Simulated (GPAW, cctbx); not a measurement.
## By hand: from a DFT structure factor to an extinction distance in ZnSnPPt4

ZnSnPPt4, P4/mmm (no. 123), a = 4.0492 Å, b = 4.0492 Å, c = 6.9666 Å, α = 90.00°, β = 90.00°, γ = 90.00°.

```
atom  mult.    x    y       z
 Pt1      4  1/2    0  0.7139
 Sn1      1    0    0       0
 Zn1      1  1/2  1/2       0
  P1      1    0    0     1/2
```

The cell comes from substitution in a known structure type and wasn't matched to any measured phase.

A DFT run (GPAW, PBE, 450 eV, 6×6×4 k-points (along the axes of the calculation cell), Fermi–Dirac width 0.1 eV) gives the static X-ray structure factor of 111 as 114.993 e for the conventional cell; superposed free atoms give 115.316 e. **Problem.** Find the Fourier component V of the crystal potential and the two-beam extinction distance at 80 kV in both cases.

## 1. Geometry

The cell volume is Ω = 114.23 Å³ and d(111) = 2.6483 Å, so g = 1/d = 0.3776 Å⁻¹.

## 2. The nuclei

Electrons feel nuclei as well as electrons, so the nuclear charges are summed with the same phases.

Phase sums Σ exp(2πi h·x), turned so that the total is real and positive: Pt +0.898, Sn +1.000, Zn +1.000, P -1.000. Then F_Z = 78 × (+0.898) + 50 × (+1.000) + 30 × (+1.000) + 15 × (-1.000) = 135.08 e. The electron term has the same sign for this reflection.

## 3. Mott–Bethe

Poisson's equation, term by term, gives V = (e/4πε₀)(F_Z − F)/(πΩg²), with e/4πε₀ = 14.3996 V Å.

The prefactor is 14.3996 × 2.6483²/(π × 114.23) = 0.28143 V per electron. Free atoms: (135.08 − 115.316) × 0.28143 = 5.563 V. Crystal: (135.08 − 114.993) × 0.28143 = 5.653 V. F changes by -0.28 % and V by +1.6 %: the same 0.32 e is measured against F_Z − F = 19.8 e in place of F = 115.3 e.

## 4. Extinction distance

In the two-beam case ξ = 1/(λU) with U = 2γm₀eV/h², that is ξ = 150.41 V Å²/(γλV).

At 80 kV, λ = 0.04176 Å and γ = 1.1566. Free atoms: ξ = 560 Å. Crystal: ξ = 551 Å. The thickness fringes go as sin²(πt/ξ), so the two patterns slip by a quarter of a period when t|1/ξ₁ − 1/ξ₀| = 1/4, at t ≈ 857 nm, thicker than usual samples. Thermal motion, absorption and many-beam coupling, left out here, change a real pattern.

## 5. Answer

V(111) is 5.65 V against 5.56 V, and ξ is 551 against 560 Å. Limits: static atoms, two beams.

[Outputs are excerpts: Python notices, other lines and further rows are left out; steps that failed or that the build refused (PBEsol, TPSS) are not shown.]

[Logs are printed without paths, hosts, clocks, repeated set-up lines and the standing remarks that a program may print on its own settings, such as how far it seeks lower states.]
